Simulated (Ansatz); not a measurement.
# What BeSi2 (built on the sites of a database entry of CaSi2) distorts into, part 2 of 2

Which phase does BeSi2 (built on the sites of a database entry of CaSi2) fall into along its unstable mode, and how much energy does it gain?

Ansatz 0.2.0; DFT PBEsol, scalar-relativistic, plane waves, PAW.

So far, highest frequency on the path or at a solved wavevector (cm⁻¹): step 2 (the dispersion) 496. Also lowest frequency on the path (cm⁻¹): step 2 -176.

The structure was built from a prototype and need not be the compound's stable phase.

## Step 4: The mode frozen in, largest atomic shift 0.32 Å

The atoms are moved along the unstable eigenvector, the largest shift by 0.32 Å, with the cell fixed.

Contents of input.yaml:

```yaml
crystal:
  lattice:
    - [0.0, -4.8186210762, 0.0]
    - [-4.1730482632, -2.4093105381, 0.0]
    - [0.0, 0.0, -5.5325386777]
  atoms:
    - { symbol: Be, position: [-0.0383409444, 0.0766817907, 6.35e-08] }
    - { symbol: Be, position: [0.7050079929, 0.5899841124, -6.35e-08] }
    - { symbol: Be, position: [0.3333329516, 0.3333340968, 0.0] }
    - { symbol: Si, position: [0.314200422, 0.6857993345, 0.6899923433] }
    - { symbol: Si, position: [1.019132331, 0.3333337734, 0.6645191885] }
    - { symbol: Si, position: [0.666667941, 0.9808668922, 0.6899914587] }
    - { symbol: Si, position: [0.6475338321, 0.3333339004, 0.3354808116] }
    - { symbol: Si, position: [0.3524657411, 0.9808668286, 0.3100083271] }
    - { symbol: Si, position: [-2.672e-07, 0.685799271, 0.3100078708] }
kpoints:
  mp_grid: { grid: [9, 9, 6] }
hamiltonian:
  xc: pbesol
scf:
  occupations: { method: methfessel_paxton, width: 0.15 }
output:
  forces: true
  stress: true
  eigenvalues: true
```

On the command line:

```console
ansatz run input.yaml --threads 4 --pin off --max-ram 7168MiB --backend cpu --events-out ev --progress --plain --runs-dir out
```

Numbers of over 12 decimals in the logs are rounded to 6 here.

The log of the run:

```text
[...]
k-point 0: bands = [... 11 lower, 7.5683, 7.6615, 7.7702, 7.7824, 8.9584, 9.0694, 9.1796, 9.2854, ... 5 higher]
  k-point 1: bands = [... 11 lower, 6.9795, 7.0817, 7.1112, 7.2091, 9.9761, 10.0860, 10.1661, 10.2842, ... 5 higher]
  k-point 2: bands = [... 11 lower, 6.0888, 6.2189, 6.8201, 6.8377, 9.2311, 11.7052, 11.7948, 11.8718, ... 5 higher]
  k-point 139: bands = [... 11 lower, 8.0167, 8.3810, 9.7463, 11.2530, 11.4288, 11.6704, 12.2137, 12.5313, ... 5 higher]
[key lines of the parts left out:]
SCF converged after 6 iterations
Free energy (F): -3996.560613 eV
Fermi energy:    10.081433 eV
P = ⅓ Tr σ = 0.4001 GPa (4.001 kbar)
```

Run time: 7 s. Hardware: 4 threads of Arm Neoverse V1, shared host; peak memory 0.6 GiB.

Numbers from this step:

- pressure: 0.4001 GPa
- energy from the undistorted cell: -11.46 meV/atom

The energy, extrapolated to zero smearing, is -11.46 meV/atom against the undistorted cell.

The run ends at a pressure of 0.40 GPa, with forces up to 0.42 eV/Å.

## Step 5: Energy along the mode, all amplitudes (two of the runs are shown above)

An imaginary frequency means negative curvature, so the energy should fall and then rise again as anharmonic terms take over.

This step gave:

```
depth at the lowest point sampled  : 11.46 meV/atom
largest atomic shift at that point : 0.32 Å
```

Energy from the parent against largest shift of an atom, one sign:

| largest shift of an atom, one sign (Å) | energy from the parent (meV/atom) |
| --- | --- |
| 0.000 | 0 |
| 0.040 | -0.509 |
| 0.080 | -1.93 |
| 0.140 | -5.16 |
| 0.220 | -9.89 |
| 0.320 | -11.5 |
| 0.450 | 12.7 |

Displacement at unit largest shift by atom:

```
atom  x (Å)  y (Å)  z (Å)  size
 Be1  -1.00   0.00   0.00  1.00
 Be2   1.00   0.00   0.00  1.00
 Be3   0.00   0.00   0.00  0.00
 Si4  -0.25   0.14  -0.15  0.32
 Si5   0.00  -0.29   0.29  0.41
 Si6   0.25   0.14  -0.15  0.32
 Si7   0.00   0.29  -0.29  0.41
 Si8   0.25  -0.14   0.15  0.32
 Si9  -0.25  -0.14   0.15  0.32
```

The lowest of the steps tried is at 0.32 Å, 11.5 meV/atom below the parent; the bottom of the well need not coincide with a step.

## Step 6: Relaxing from the distorted cell

Starting from the lowest point found, all atoms and the cell are let go, so that strain and other modes of the same symmetry can join in.

input.yaml: that of step 4 with these lines changed.

```diff
@@ -25 +25,6 @@
   eigenvalues: true
+relax:
+  adjacent_minimum: "off"
+  f_tol: 0.002
+  max_steps: 120
+  cell: { stress_tol: 0.03 }
```

The log of the run:

```text
[...]
Crystal: 9 atoms, lattice volume = 111.250 Å³
Basis set: ecut = 420 eV, 2167 PW (Γ), exchange–correlation on 72×72×80 points (8 copies of the dense FFT grid, shifted against one another)
Bands: 24, of which v1, the nominal top of the filled ones, is band 15 counted from 1 (14 counted from 0)
Symmetry: 4 space group operations
[...]
k-points: 140 of 486
[...]
SCF iter   1: F=—  HF=-3996.563272 eV  |F-HF|=—  |Δ(HF+E_count)|=         —  Δρ=2.61e-3  dr2=1.06e-2  ethr=1.77e-3  ⟨swp⟩=7.8  Hψ=20951  notcnv=0
[...]
SCF iter   6: F=-3996.560613 eV  HF=-3996.560613 eV  |F-HF|=2.43e-9  |Δ(HF+E_count)|=   1.03e-8  S|Δr|=    0.00e0  Δρ=2.51e-6  dr2=7.17e-9  ethr=3.33e-10  ⟨swp⟩=8.6  Hψ=16335  notcnv=0
SCF 1 converged in 6 iterations: F = -3996.560613 eV  dr2 = 7.17e-9
[...]
relax step   1: F+E_penalty+E_count = -3996.56061286 eV  Δ(F+E_penalty+E_count) = +0.000e0 eV  max|allowed force component| = 3.985e-1 eV/Å  Δτ_max = 0.0000 Å  P = +0.400 GPa  Ω = 111.250 Å³  (6 SCF iters, dr2 threshold 1.00e-7 eV, accepted)
Crystal: 9 atoms, lattice volume = 110.983 Å³
Basis set: ecut = 420 eV, 2151 PW (Γ), exchange–correlation on 72×72×80 points (8 copies of the dense FFT grid, shifted against one another)
[...]
SCF iter   5: F=-3996.635548 eV  HF=-3996.635548 eV  |F-HF|=3.55e-9  |Δ(HF+E_count)|=   1.02e-7  S|Δr|=    0.00e0  Δρ=3.16e-6  dr2=1.18e-8  ethr=1.64e-9  ⟨swp⟩=2.0  Hψ=11134  notcnv=0
SCF 2 converged in 5 iterations: F = -3996.635548 eV  dr2 = 1.18e-8
relax step   2: F+E_penalty+E_count = -3996.63554807 eV  Δ(F+E_penalty+E_count) = -7.494e-2 eV  max|allowed force component| = 1.865e-1 eV/Å  Δτ_max = 0.0288 Å  P = +0.374 GPa  Ω = 110.983 Å³  energy of the carried Pulay correction = +5.413e-5 eV  (5 SCF iters, dr2 threshold 9.00e-7 eV, accepted)
Crystal: 9 atoms, lattice volume = 111.382 Å³
Basis set: ecut = 420 eV, 2173 PW (Γ), exchange–correlation on 72×72×80 points (8 copies of the dense FFT grid, shifted against one another)
[...]
SCF iter   5: F=-3996.665745 eV  HF=-3996.665745 eV  |F-HF|=6.01e-9  |Δ(HF+E_count)|=   7.97e-8  S|Δr|=    0.00e0  Δρ=3.22e-6  dr2=1.49e-8  ethr=1.49e-9  ⟨swp⟩=2.0  Hψ=10790  notcnv=0
SCF 3 converged in 5 iterations: F = -3996.665745 eV  dr2 = 1.49e-8
relax step   3: F+E_penalty+E_count = -3996.66574452 eV  Δ(F+E_penalty+E_count) = -3.020e-2 eV  max|allowed force component| = 1.079e-1 eV/Å  Δτ_max = 0.0414 Å  P = +0.027 GPa  Ω = 111.382 Å³  energy of the carried Pulay correction = -2.665e-5 eV  (5 SCF iters, dr2 threshold 9.00e-7 eV, accepted)
[... from here on, the SCF cycles and remarks between the steps are left out ...]
relax step   4: F+E_penalty+E_count = -3996.69798486 eV  Δ(F+E_penalty+E_count) = -3.224e-2 eV  max|allowed force component| = 2.015e-1 eV/Å  Δτ_max = 0.0446 Å  P = -0.298 GPa  Ω = 112.313 Å³  energy of the carried Pulay correction = -2.142e-4 eV  (5 SCF iters, dr2 threshold 8.76e-7 eV, accepted)
relax step   5: F+E_penalty+E_count = -3996.80243198 eV  Δ(F+E_penalty+E_count) = -1.044e-1 eV  max|allowed force component| = 2.533e-1 eV/Å  Δτ_max = 0.0499 Å  P = -0.184 GPa  Ω = 112.750 Å³  energy of the carried Pulay correction = -3.015e-4 eV  (5 SCF iters, dr2 threshold 9.00e-7 eV, accepted)
relax step   6: F+E_penalty+E_count = -3996.93953782 eV  Δ(F+E_penalty+E_count) = -1.371e-1 eV  max|allowed force component| = 2.300e-1 eV/Å  Δτ_max = 0.0685 Å  P = -0.273 GPa  Ω = 113.154 Å³  energy of the carried Pulay correction = -3.821e-4 eV  (5 SCF iters, dr2 threshold 9.00e-7 eV, accepted)
relax step   7: F+E_penalty+E_count = -3996.98428666 eV  Δ(F+E_penalty+E_count) = -4.475e-2 eV  max|allowed force component| = 1.247e-1 eV/Å  Δτ_max = 0.0836 Å  P = +0.910 GPa  Ω = 111.745 Å³  energy of the carried Pulay correction = -9.998e-5 eV  (5 SCF iters, dr2 threshold 9.00e-7 eV, accepted)
relax step   8: F+E_penalty+E_count = -3997.02330798 eV  Δ(F+E_penalty+E_count) = -3.902e-2 eV  max|allowed force component| = 7.934e-2 eV/Å  Δτ_max = 0.0253 Å  P = -0.292 GPa  Ω = 112.763 Å³  energy of the carried Pulay correction = -3.041e-4 eV  (5 SCF iters, dr2 threshold 9.00e-7 eV, accepted)
relax step   9: F+E_penalty+E_count = -3997.01566214 eV  Δ(F+E_penalty+E_count) = +7.646e-3 eV  max|allowed force component| = 2.535e-1 eV/Å  Δτ_max = 0.0938 Å  P = -1.061 GPa  Ω = 113.179 Å³  energy of the carried Pulay correction = -3.871e-4 eV  (5 SCF iters, dr2 threshold 9.00e-7 eV, rejected (line search))
relax step  10: F+E_penalty+E_count = -3997.07365905 eV  Δ(F+E_penalty+E_count) = -5.035e-2 eV  max|allowed force component| = 7.559e-2 eV/Å  Δτ_max = 0.0639 Å  P = +0.031 GPa  Ω = 112.083 Å³  energy of the carried Pulay correction = -1.678e-4 eV  (7 SCF iters, accepted)
relax step  11: F+E_penalty+E_count = -3997.07478271 eV  Δ(F+E_penalty+E_count) = -1.124e-3 eV  max|allowed force component| = 9.032e-2 eV/Å  Δτ_max = 0.0394 Å  P = +0.057 GPa  Ω = 112.158 Å³  energy of the carried Pulay correction = -1.831e-4 eV  (5 SCF iters, dr2 threshold 9.00e-7 eV, accepted)
relax step  12: F+E_penalty+E_count = -3997.07816458 eV  Δ(F+E_penalty+E_count) = -3.382e-3 eV  max|allowed force component| = 1.892e-2 eV/Å  Δτ_max = 0.0184 Å  P = -0.016 GPa  Ω = 112.191 Å³  energy of the carried Pulay correction = -1.896e-4 eV  (5 SCF iters, dr2 threshold 9.00e-7 eV, accepted)
relax step  13: F+E_penalty+E_count = -3997.07911309 eV  Δ(F+E_penalty+E_count) = -9.485e-4 eV  max|allowed force component| = 4.101e-2 eV/Å  Δτ_max = 0.0051 Å  P = +0.034 GPa  Ω = 112.086 Å³  energy of the carried Pulay correction = -1.685e-4 eV  (3 SCF iters, dr2 threshold 7.59e-7 eV, accepted)
relax step  14: F+E_penalty+E_count = -3997.07955514 eV  Δ(F+E_penalty+E_count) = -4.421e-4 eV  max|allowed force component| = 4.821e-3 eV/Å  Δτ_max = 0.0071 Å  P = -0.019 GPa  Ω = 112.167 Å³  energy of the carried Pulay correction = -1.848e-4 eV  (4 SCF iters, dr2 threshold 2.26e-7 eV, accepted)
relax step  15: F+E_penalty+E_count = -3997.07959542 eV  Δ(F+E_penalty+E_count) = -4.028e-5 eV  max|allowed force component| = 3.055e-3 eV/Å  Δτ_max = 0.0016 Å  P = +0.006 GPa  Ω = 112.142 Å³  energy of the carried Pulay correction = -1.797e-4 eV  (5 SCF iters, dr2 threshold 9.80e-9 eV, accepted)
relax step  16: F+E_penalty+E_count = -3997.07960390 eV  Δ(F+E_penalty+E_count) = -8.480e-6 eV  max|allowed force component| = 2.264e-3 eV/Å  Δτ_max = 0.0017 Å  P = +0.006 GPa  Ω = 112.146 Å³  energy of the carried Pulay correction = -1.806e-4 eV  (5 SCF iters, dr2 threshold 5.83e-10 eV, accepted)
relax step  17: F+E_penalty+E_count = -3997.07960639 eV  Δ(F+E_penalty+E_count) = -2.488e-6 eV  max|allowed force component| = 8.757e-4 eV/Å  Δτ_max = 0.0003 Å  P = -0.003 GPa  Ω = 112.154 Å³  energy of the carried Pulay correction = -1.822e-4 eV  (4 SCF iters, dr2 threshold 3.20e-10 eV, accepted)
relax step  18: F+E_penalty+E_count = -3997.08951531 eV  Δ(F+E_penalty+E_count) = -9.909e-3 eV  max|allowed force component| = 1.011e-3 eV/Å  Δτ_max = 0.0000 Å  P = +0.077 GPa  Ω = 112.154 Å³  stress off target by 2.38e-1 GPa  SCF on the basis re-selected at this cell (its energy is not comparable with the rows above)  (5 SCF iters)
relax step  19: F+E_penalty+E_count = -3997.08969274 eV  Δ(F+E_penalty+E_count) = -1.774e-4 eV  max|allowed force component| = 2.202e-3 eV/Å  Δτ_max = 0.0024 Å  P = -0.010 GPa  Ω = 112.247 Å³  energy of the carried Pulay correction = -1.674e-5 eV  (4 SCF iters, dr2 threshold 1.41e-7 eV, accepted)
relax step  20: F+E_penalty+E_count = -3997.08970367 eV  Δ(F+E_penalty+E_count) = -1.093e-5 eV  max|allowed force component| = 7.958e-4 eV/Å  Δτ_max = 0.0007 Å  P = +0.009 GPa  Ω = 112.228 Å³  energy of the carried Pulay correction = -1.306e-5 eV  (5 SCF iters, dr2 threshold 3.03e-10 eV, accepted)
[...]
SCF iter   4: F=-3997.089719 eV  HF=-3997.089719 eV  |F-HF|=1.82e-12  |Δ(HF+E_count)|=  3.82e-11  S|Δr|=    0.00e0  Δρ=5.00e-8  dr2=3.85e-12  ethr=1.00e-12  ⟨swp⟩=3.8  Hψ=14574  notcnv=0
SCF 21 converged in 4 iterations: F = -3997.089719 eV  dr2 = 3.85e-12
relax step  21: F+E_penalty+E_count = -3997.08971890 eV  Δ(F+E_penalty+E_count) = -1.523e-5 eV  max|allowed force component| = 7.944e-4 eV/Å  Δτ_max = 0.0000 Å  P = +0.009 GPa  Ω = 112.228 Å³  stress off target by 1.15e-2 GPa  SCF on the basis re-selected at this cell (its energy is not comparable with the rows above)  (4 SCF iters)
[...]
SCF converged after 4 iterations
[...]
Free energy (F): -3997.089719 eV
[...]
Internal energy: -3997.090647 eV  (E = F + TS)
E sigma→0 (E₀):  -3997.089951 eV
Entropy (-TS):   0.000928 eV (0.103 meV/atom)
Fermi energy:    9.880863 eV
[...]
--- Forces (eV/Å), atoms counted from 1 ---
  atom   1  Be    -0.00079441     0.00000000    -0.00000000
  atom   2  Be     0.00079441    -0.00000000     0.00000000
  atom   3  Be    -0.00000000     0.00000000    -0.00000000
  atom   4  Si    -0.00020374     0.00029104    -0.00018072
  atom   5  Si     0.00000000     0.00017109    -0.00062538
  atom   6  Si     0.00020374     0.00029104    -0.00018072
  atom   7  Si    -0.00000000    -0.00017109     0.00062538
  atom   8  Si     0.00020374    -0.00029104     0.00018072
  atom   9  Si    -0.00020374    -0.00029104     0.00018072
  max |Σ_I F_I| component: 3.58e-18 eV/Å
--- Stress (GPa, compression-positive) ---
        0.011517      -0.000000       0.000000
       -0.000000       0.007931      -0.002280
        0.000000      -0.002280       0.007784
  P = ⅓ Tr σ = 0.0091 GPa (0.091 kbar)
--- Band table (eV; the first three rows and the last of 140) ---
  k-point 0: bands = [... 11 lower, 6.9250, 7.3565, 7.7877, 8.2599, 9.3796, 9.6365, 9.6392, 9.7258, ... 5 higher]
  k-point 1: bands = [... 11 lower, 6.8276, 7.1036, 8.3970, 8.8037, 8.9951, 9.2071, 10.4944, 10.5660, ... 5 higher]
  k-point 2: bands = [... 11 lower, 6.2067, 6.4137, 7.3588, 8.1470, 9.9415, 10.9204, 10.9338, 11.8733, ... 5 higher]
  k-point 139: bands = [... 11 lower, 7.3889, 8.6705, 9.5303, 9.6215, 10.7313, 10.9397, 12.0904, 12.8777, ... 5 higher]
--- Relaxed structure (19 steps of the walk, 18 accepted, 2 SCFs on fresh bases) ---
  F+E_penalty+E_count = -3997.08971890 eV   max|allowed force component| = 7.944e-4 eV/Å   (the final SCF, on the basis selected at the relaxed cell)
  cell:  # Å, volume = 112.2276 Å³
    - [0.0, -4.458136, -0.206918]
    - [-4.795997, -2.229068, -0.103459]
    - [0.0, -0.237575, -5.259919]
  atoms:
    - { symbol: Be, position: [-0.054785, 0.109570, -2.278881349370606e-17] }
    - { symbol: Be, position: [0.721452, 0.557097, 3.469446951953614e-17] }
    - { symbol: Be, position: [0.333333, 0.333333, -6.938893903907228e-18] }
    - { symbol: Si, position: [0.310656, 0.712716, 0.717317] }
    - { symbol: Si, position: [1.059264, 0.333333, 0.626346] }
    - { symbol: Si, position: [0.690038, 0.953951, 0.717317] }
    - { symbol: Si, position: [0.607402, 0.333333, 0.373654] }
    - { symbol: Si, position: [0.356011, 0.953951, 0.282683] }
    - { symbol: Si, position: [-0.023371, 0.712716, 0.282683] }
```

Elapsed: 2.5 min, on 4 threads; peak memory 0.66 GiB.

The steps of the relaxation:

```
step  energy less that of the first step (eV)  largest force component (eV/Å)  pressure (GPa)  volume (Å³)
   1                                   0.0000                          0.3985            0.40       111.25
   2                                  -0.0749                          0.1865            0.37       110.98
   3                                  -0.1051                          0.1079            0.03       111.38
   4                                  -0.1374                          0.2015           -0.30       112.31
   5                                  -0.2418                          0.2533           -0.18       112.75
   6                                  -0.3789                          0.2300           -0.27       113.15
   7                                  -0.4237                          0.1247            0.91       111.75
   8                                  -0.4627                          0.0793           -0.29       112.76
   9                                  -0.4550                          0.2535           -1.06       113.18
  10                                  -0.5130                          0.0756            0.03       112.08
  11                                  -0.5142                          0.0903            0.06       112.16
  12                                  -0.5176                          0.0189           -0.02       112.19
  13                                  -0.5185                          0.0410            0.03       112.09
  14                                  -0.5189                          0.0048           -0.02       112.17
  15                                  -0.5190                          0.0031            0.01       112.14
  16                                  -0.5190                          0.0023            0.01       112.15
  17                                  -0.5190                          0.0009            0.00       112.15
 18*                                  -0.5289                          0.0010            0.08       112.15
  19                                  -0.5291                          0.0022           -0.01       112.25
  20                                  -0.5291                          0.0008            0.01       112.23
 21*                                  -0.5291                          0.0008            0.01       112.23
```

Relaxation steps marked * repeat the geometry before them on a plane-wave basis chosen anew for their cell, so energy and pressure can jump there. Relaxation step 9 was tried and not accepted.

Forces are held to the 4 operations that the run works with; a distortion that breaks them can't arise in this run.

```
     cell as run  before  after  change
           a (Å)   4.819  4.463  -7.4 %
           b (Å)   4.819  5.290  +9.8 %
           c (Å)   5.533  5.265  -4.8 %
           α (°)   90.00  87.79  -2.5 %
           β (°)   90.00  84.76  -5.8 %
           γ (°)   60.00  65.05  +8.4 %
volume (Å³/atom)   12.36  12.47  +0.9 %
```

The atoms that moved most (Å, as changes of fractional coordinates times the final cell):

```csv
atom,dx,dy,dz,length
Si5,0.000,-0.170,0.192,0.257
Si7,0.000,0.170,-0.192,0.257
Si6,0.129,-0.051,-0.146,0.201
Si9,-0.129,0.051,0.146,0.201
Si8,0.129,0.051,0.146,0.201
Si4,-0.129,-0.051,-0.146,0.201
Be1,-0.158,0.000,0.000,0.158
Be2,0.158,0.000,0.000,0.158
```

The relaxed structure:

```xyz
9
Lattice="0.0000 -4.4581 -0.2069 -4.7960 -2.2291 -0.1035 0.0000 -0.2376 -5.2599" Properties=species:S:1:pos:R:3 pbc="T T T"
Be   -0.5255    0.0000    0.0000
Be   -2.6718   -4.4581   -0.2069
Be   -1.5987   -2.2291   -0.1035
Si   -3.4182   -3.1441   -3.9110
Si   -1.5987   -5.6142   -3.5482
Si   -4.5751   -5.3731   -4.0145
Si   -1.5987   -3.5397   -2.1256
Si   -4.5751   -3.7807   -1.6593
Si   -3.4182   -1.5517   -1.5558
```

Numbers from this step:

- pressure: 0.009078 GPa
- volume per atom: 12.47 Å³

The distorted start has space group C2/m; the relaxation ends in C2/m.

## Step 7: What came out

* unstable mode of the parent: q = (0.333, 0.333, 0), 162i cm⁻¹
* depth at the lowest point sampled: 11.5 meV/atom
* largest atomic shift at that point: 0.32 Å
* space group reached (within 0.01 Å): C2/m
* energy gained over the parent (first relaxation, on the mesh of the frozen mode): 70.2 meV/atom
* volume per atom, phase reached: 12.5 Å³

In words: Along this mode the structure falls into C2/m, 70.2 meV/atom below the parent. At the parent's cell the well is 11.46 meV/atom deep on the steps tried, with its lowest point at a shift of 0.32 Å. Relaxing atoms and cell changes the gain by +58.79 meV/atom against the lowest step (energies at zero smearing). Most of the total comes from this relaxation. The modes of the phase reached were not computed on this path. Of the 4 patterns followed to their end from this parent, this one reaches the lowest energy. Each path keeps the symmetry of its pattern, so a lower phase may lie along a pattern not tried. The q mesh stands for a supercell only 8.3 Å across, so branches between the solved wavevectors are rough. With no gap, or one that is small against the smearing, the frequencies hang on the k mesh and the smearing, most of all near Kohn anomalies. A phonon run warned that its eigensolver left some bands unconverged in a pass. The starting cell was built on a prototype and not taken from a measurement, so the phase need not exist.

[Logs are printed without paths, hosts, clocks, repeated set-up lines and the standing remarks that a program may print on its own settings, such as how far it seeks lower states.]

[Hosts, paths, dates, database ids (printed as entryN), source tags and the programs' standing remarks are cut or masked in the printed files.]
